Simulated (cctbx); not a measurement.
# Solving a structure by charge flipping

Cell a = 3.2420 Å, b = 3.2420 Å, c = 18.2210 Å, α = 90.00°, β = 90.00°, γ = 120.00°; space group R-3m (no. 166); content Mn3 Cr6 Li3.

Simulated single-crystal data (cctbx): Mo Kα, λ = 0.71073 Å, to d = 0.75 Å, 70 % of the full sphere, strongest reflection 40000 counts, noise from counting, a 1.5 % proportional error and a noise floor of 15 counts (s.d.); no absorption.

Charge flipping in P1 on normalised amplitudes to 0.9 Å, δ = 1 σ, 20 % of the reflections treated as weak, 200 cycles:

```text
cycle      R  skewness
    0  0.494     0.85
   16  0.153     3.92
   32  0.157     3.48
   48  0.142     3.28
   64  0.150     3.33
   80  0.158     3.42
   96  0.157     3.38
  112  0.169     3.43
  128  0.160     3.36
  144  0.153     3.35
  160  0.160     3.34
  176  0.166     3.37
  192  0.148     3.36
origin shift          correlation  skewness
 0.099  0.752  0.190      1.000      5.71
 0.092  0.741 -0.676      0.998      5.49
 0.086  0.717  0.058      0.981      5.25
-0.234  0.085  0.524      1.000      5.71
taken: symmetry correlation 1.000, skewness 5.71
peak      x       y       z  mult  height/sigma
Q1    0.0000  0.0000  0.5000    3     12.8
Q2    0.0000  0.0000  0.2356    6      7.0
Q3    0.0000  0.0000  0.0000    3      2.0
Q4    0.1518  0.3037  0.1280   18      0.3
Q5    0.0000  0.0000  0.3697    6      0.3
Q6    0.0000  0.0000  0.1702    6      0.2
Q7    0.0000  0.0000  0.0813    6      0.2
Q8    0.0000  0.0000  0.4444    6      0.1
```

The origin is taken among those within 0.04 of the best correlation, by the skewness of the map.

It took 0.38 s on 1 thread of Arm Neoverse V1 (shared host), peak memory 0.07 GiB.

**Question.** Which peaks are atoms, and which elements?

Heights go roughly as Z and multiplicities must add up to the content. First model: Q1 = Mn1 (3 in the cell, height 12.8), Q2 = Cr1 (6 in the cell, height 7.0) and Q3 = Li1 (3 in the cell, height 2.0). Against the true structure, Q1 is Mn, Q2 is Cr and Q3 is Li; the other peaks are not atoms.

Least squares on F², isotropic:

```text
Rint 0.018, 75 unique reflections to 0.75 A
cycle     R1     wR2    GooF  max shift (A)
   1  0.1883  0.3647  23.673   0.00142
   2  0.0331  0.0772   5.011   0.00004
final R1 0.0331 wR2 0.0772 GooF 5.011  parameters 4  data/parameter 18.8
atom        x        y        z      Ueq    occ   su(xyz)  su(Uiso or U11)
Mn1    0.00000  0.00000  0.50000   0.0282  1.000  0.00000  0.0006
Cr1    0.00000  0.00000  0.23568   0.0451  1.000  0.00011  0.0007
Li1    0.00000  0.00000  0.00000   0.0245  1.000  0.00000  0.0043
difference map: max 1.52 min -0.56 rms 0.18
Q1    0.0000  0.0000  0.2086    6    1.58  0.49 A from Cr1
Q2    0.0000  0.0000  0.2622    6    1.24  0.48 A from Cr1
Q3    0.0000  0.0000  0.4726    6    0.76  0.50 A from Mn1
Q4    0.0000  0.0000  0.0280    6    0.37  0.51 A from Li1
Q5    0.0000  0.0000  0.1573    6    0.33  1.43 A from Cr1
```

Anisotropic refinement:

```text
Rint 0.018, 75 unique reflections to 0.75 A
cycle     R1     wR2    GooF  max shift (A)
   1  0.0331  0.0772   5.120   0.00012
   2  0.0064  0.0139   0.920   0.00000
final R1 0.0064 wR2 0.0139 GooF 0.920  parameters 7  data/parameter 10.7
atom        x        y        z      Ueq    occ   su(xyz)  su(Uiso or U11)
Mn1    0.00000  0.00000  0.50000   0.0288  1.000  0.00000  0.0001
Cr1    0.00000  0.00000  0.23567   0.0448  1.000  0.00002  0.0002
Li1    0.00000  0.00000  0.00000   0.0303  1.000  0.00000  0.0014
difference map: max 0.40 min -0.33 rms 0.06
Q1    0.0000  0.0000  0.1036    6    0.40  1.87 A from Cr1
Q2    0.0000  0.0000  0.2333    6    0.34  0.04 A from Cr1
Q3    0.0000  0.0000  0.4375    6    0.26  1.14 A from Mn1
Q4    0.0863  0.1726  0.1901   18    0.21  0.96 A from Cr1
Q5    0.0878  0.1755  0.8506   18    0.15  1.65 A from Cr1
Q6    0.0085  0.5042  0.0947   18    0.14  0.96 A from Cr1
```

**Reading.** The refinement ends at R1 = 0.0064, wR2 = 0.0139, GooF = 0.92, with difference density between -0.33 and 0.40 e/Å³. Every site matches the true model in element, within 0.001 Å r.m.s., up to an allowed shift of origin.

True model:

```csv
atom,mult.,x,y,z,Ueq (Å²)
Mn1,3,0,0,0,0.0287
Cr1,6,0,0,0.2643,0.0447
Li1,3,1/3,2/3,1/6,0.0303
```

This is a model crystal, built by substitution and not relaxed, with assumed displacement parameters.

[Middle refinement cycles are left out of these outputs.]

[Logs are printed without paths, hosts, clocks, repeated set-up lines and the standing remarks that a program may print on its own settings, such as how far it seeks lower states.]
